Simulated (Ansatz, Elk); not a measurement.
# Bonding as seen by X-rays: Na2Mo

Structure refinements treat a crystal as free atoms side by side. For a made-up structure of Na2Mo (cell and positions from a PBE relaxation) the runs below show what the calculated density changes in F(hkl).

Program: Elk 11.2.3 (patched build). Level of theory: DFT, PBE, all-electron APW+lo, Dirac cores, scalar-relativistic bands, static density, no spin. Results are calculated unless marked as measured.

This account leaves out most program logs.

The structure was built from a prototype and need not be the compound's stable phase.

## (1) Starting point

Symmetry: Fm-3m, No. 225, cubic system. The conventional cell has a = 7.109 Å, b = 7.109 Å, c = 7.109 Å, α = 90.00°, β = 90.00°, γ = 90.00°. Nearest to Mo lie 8 Na at 3.08 Å. Nearest to Na lie 4 Mo at 3.08 Å. Farther neighbours are not listed.

## (2) Ground state and structure factors

An all-electron density is needed, since X-rays see the cores too. Task 0 finds the density and task 195 Fourier-transforms it; tshift is off so that phases refer to the origin typed.

The input, elk.in:

```
tasks
  0
  195

xctype
  20

spinpol
  .false.

rgkmax
  7.0

gmaxvr
  14.0

lmaxo
  7

lmaxapw
  8

swidth
  0.002

tshift
  .false.

ramdisk
  .false.

hmaxvr
  5.5

maxscl
  120

epspot
  1e-06

sppath
  './'

avec
  0.00000000000 6.71675274124 6.71675274124
  6.71675274124 -0.00000000000 6.71675274124
  6.71675274124 6.71675274124 -0.00000000000

atoms
  2
  'Mo.in'
  1
  -0.0000000000 0.0000000000 0.0000000000   0.000000 0.000000 0.000000
  'Na.in'
  2
  0.7500000000 0.7500000000 0.7500000000   0.000000 0.000000 0.000000
  0.2500000000 0.2500000000 0.2500000000   0.000000 0.000000 0.000000

ngridk
  6 6 6
```

On the command line:

```sh
$ OMP_NUM_THREADS=4 elk
```

It took 13 s on 4 threads of Arm Neoverse V2, shared host; peak memory 0.16 GiB.

SFACRHO.OUT:

```text

h k l indices transformed by vhmat matrix:
   1.000000000       0.000000000       0.000000000    
   0.000000000       1.000000000       0.000000000    
   0.000000000       0.000000000       1.000000000    

      h      k      l  multipl.   |H|            Re(F)            Im(F)           |F|

      0      0      0      1   0.0000000       64.000000      0.12136905E-16   64.000000    
      1      1      1      8  0.81012333       37.406683      -0.0000000       37.406683    
      0     -1     -1      6  0.93544984       18.016103     -0.43714686E-17   18.016103    
      1      2      1     12   1.3229259       49.699955     -0.21218230E-16   49.699955    
      0     -1     -2     24   1.5512681       31.360663      -0.0000000       31.360663    
     -2      0      0      8   1.6202467       15.614885     -0.65194672E-16   15.614885    
      2      2      0      6   1.8708997       43.361093      0.17472037E-16   43.361093    
     -3     -1     -1     24   2.0387657       28.141337      -0.0000000       28.141337    
     -1      1      2     24   2.0917294       14.487333      0.30809532E-16   14.487333    
      2      3      3     24   2.2913748       39.048768      0.21175435E-17   39.048768    
      3      1      3     24   2.4303700       25.794065      -0.0000000       25.794065    
      0      0      3      8   2.4303700       25.900486      -0.0000000       25.900486    
      0     -2      2     12   2.6458517       35.721030     -0.10207699E-16   35.721030    
     -4     -1     -2     48   2.7670980       24.159749      -0.0000000       24.159749    
     -1      3      0     24   2.8063495       13.656407     -0.47676812E-16   13.656407    
      3      3      0      6   2.8063495       13.546908      0.29147338E-17   13.546908    
     -4     -1     -3     24   2.9581521       33.057815      0.25859672E-18   33.057815    
      4      1      0     24   3.0670774       22.864369      -0.0000000       22.864369
```

Elk indexes on the primitive cell of elk.in and gives |H| = 4π sin θ/λ in inverse bohr. Below, one row stands for each form hkl of the conventional cell (m members, Friedel mates merged), F is for one primitive cell and the density is static (no thermal factor). Free-atom factors are Waasmaier and Kirfel's, and R is Σm||F|−|F'||/Σm|F|.

| hkl | m | sin θ/λ (Å⁻¹) | abs F, DFT | neutral atoms | diff. |
| --- | --- | --- | --- | --- | --- |
| 111 | 8 | 0.122 | 37.407 | 37.467 | -0.060 |
| 200 | 6 | 0.141 | 18.016 | 18.102 | -0.086 |
| 220 | 12 | 0.199 | 49.700 | 49.944 | -0.244 |
| 311 | 24 | 0.233 | 31.361 | 31.501 | -0.140 |
| 222 | 8 | 0.244 | 15.615 | 15.563 | +0.052 |
| 400 | 6 | 0.281 | 43.361 | 43.556 | -0.195 |
| 331 | 24 | 0.307 | 28.141 | 28.130 | +0.011 |
| 420 | 24 | 0.315 | 14.487 | 14.460 | +0.028 |
| 422 | 24 | 0.345 | 39.049 | 39.043 | +0.006 |
| 511 | 24 | 0.365 | 25.794 | 25.795 | -0.001 |
| 333 | 8 | 0.365 | 25.901 | 25.795 | +0.106 |
| 440 | 12 | 0.398 | 35.721 | 35.660 | +0.061 |
| 531 | 48 | 0.416 | 24.160 | 24.083 | +0.077 |
| 442 | 24 | 0.422 | 13.656 | 13.530 | +0.126 |
| 600 | 6 | 0.422 | 13.547 | 13.530 | +0.017 |
| 620 | 24 | 0.445 | 33.058 | 33.040 | +0.018 |
| 533 | 24 | 0.461 | 22.864 | 22.773 | +0.091 |
| 622 | 24 | 0.467 | 13.372 | 13.321 | +0.051 |

## (3) The highest occupied states alone

An energy window below the Fermi level keeps the highest occupied states, to see at which angles they scatter; shallow core shells can lie inside it and anion s states outside. No new self-consistency is needed.

Changes to elk.in since step 2:

```diff
@@ -1,3 +1,2 @@
 tasks
-  0
   195
@@ -40,2 +39,5 @@
 
+wsfac
+  -0.390730 0.350270
+
 sppath
```

On the command line:

```sh
$ OMP_NUM_THREADS=4 elk
```

Run time: 5.9 s. Hardware: 4 threads; peak memory 0.17 GiB.

States within 12 eV below the Fermi level hold 8.00 electrons; any levels below the window count with the cores. Their amplitudes can exceed the total, where window and core parts have opposite phase:

| hkl | sin θ/λ (Å⁻¹) | abs F, window | abs F, all |
| --- | --- | --- | --- |
| 111 | 0.122 | 3.174 | 37.407 |
| 200 | 0.141 | 2.519 | 18.016 |
| 220 | 0.199 | 1.267 | 49.700 |
| 311 | 0.233 | 0.850 | 31.361 |
| 222 | 0.244 | 0.848 | 15.615 |
| 400 | 0.281 | 0.406 | 43.361 |
| 331 | 0.307 | 0.330 | 28.141 |
| 420 | 0.315 | 0.202 | 14.487 |
| 422 | 0.345 | 0.211 | 39.049 |
| 511 | 0.365 | 0.026 | 25.794 |

## (4) Another functional

The difference from free atoms is small, so it is set against the change that LDA (Perdew-Wang) makes.

Changes to elk.in since step 3:

```diff
@@ -1,2 +1,3 @@
 tasks
+  0
   195
@@ -4,3 +5,3 @@
 xctype
-  20
+  3
 
@@ -39,5 +40,2 @@
 
-wsfac
-  -0.390730 0.350270
-
 sppath
```

On the command line:

```sh
$ OMP_NUM_THREADS=4 elk
```

Elapsed: 7.4 s, on 4 threads; peak memory 0.17 GiB; 15 s of CPU time.

Against the first run R = 0.05 %; the largest change is +0.044 at 600.

## (5) Basis size

A smaller basis shows how fast F responds to it; the change is likely larger than the basis error of the first run, but doesn't show convergence.

Changes to elk.in since step 4:

```diff
@@ -5,3 +5,3 @@
 xctype
-  3
+  20
 
@@ -11,3 +11,3 @@
 rgkmax
-  7.0
+  5.5
```

On the command line:

```sh
$ OMP_NUM_THREADS=4 elk
```

It took 11 s on 4 threads; peak memory 0.17 GiB.

Against the first run R = 0.02 %; the largest change is +0.028 at 440.

## (6) Basis size

The basis and the expansions that go with it are enlarged, to see whether the differences are converged.

Changes to elk.in since step 5:

```diff
@@ -11,12 +11,12 @@
 rgkmax
-  5.5
+  8.5
 
 gmaxvr
-  14.0
+  18.0
 
 lmaxo
-  7
+  9
 
 lmaxapw
-  8
+  10
```

On the command line:

```sh
$ OMP_NUM_THREADS=4 elk
```

The job ended after 28 s (4 threads; peak memory 0.28 GiB).

Against the first run R = 0.01 %; the largest change is -0.005 at 620.

## (7) Settings against the effect

| run | R against the first run (%) | R against neutral atoms, low angle (%) | wall time |
| --- | --- | --- | --- |
| PBE, rgkmax 7 | 0.00 | 0.41 | 13 s |
| LDA (Perdew-Wang) | 0.05 | 0.45 | 7.4 s |
| rgkmax 5.5 | 0.02 | 0.46 | 11 s |
| rgkmax 8.5 with larger expansions | 0.01 | 0.41 | 28 s |

## (8) Results

```yaml
r_against_neutral_atoms_sin_theta_lambda_0p3_a_minus1: 0.41 %
r_against_neutral_atoms_0p3_to_0p82_a_minus1: 0.26 %
```

Independent neutral atoms miss the calculated amplitudes by R = 0.41 % below 0.3 Å⁻¹ and 0.26 % from there to 0.82 Å⁻¹; by shells, 0.24 % below 0.15 Å⁻¹ (2 forms), 0.45 % 0.15 to 0.3 (4 forms), 0.18 % 0.3 to 0.45 (10 forms), 0.27 % above 0.45 (50 forms). Bonding, aspherical density and the tables' own atoms all enter these figures, and the runs don't part them. The largest change of an amplitude is -0.24 electrons, at 220. The window's part falls from 8.0 electrons at the origin to at most 0.13 between 0.45 and 0.82 Å⁻¹. Below 0.3 Å⁻¹ the changes that finished (LDA (Perdew-Wang), rgkmax 5.5 and rgkmax 8.5 with larger expansions) move F by R = 0.05 % at most, against the 0.41 % that separates it from free atoms. The k-mesh has no finished test. These runs have no spin, though d or f shells may be open. Part of the difference isn't bonding: the tables are fits to free atoms and ions calculated by other methods than this functional. Thermal motion, anomalous dispersion and extinction are left out.

[Logs are printed without paths, hosts, clocks, repeated set-up lines and the standing remarks that a program may print on its own settings, such as how far it seeks lower states.]

[Hosts, paths, dates, database ids (printed as entryN), source tags and the programs' standing remarks are cut or masked in the printed files.]
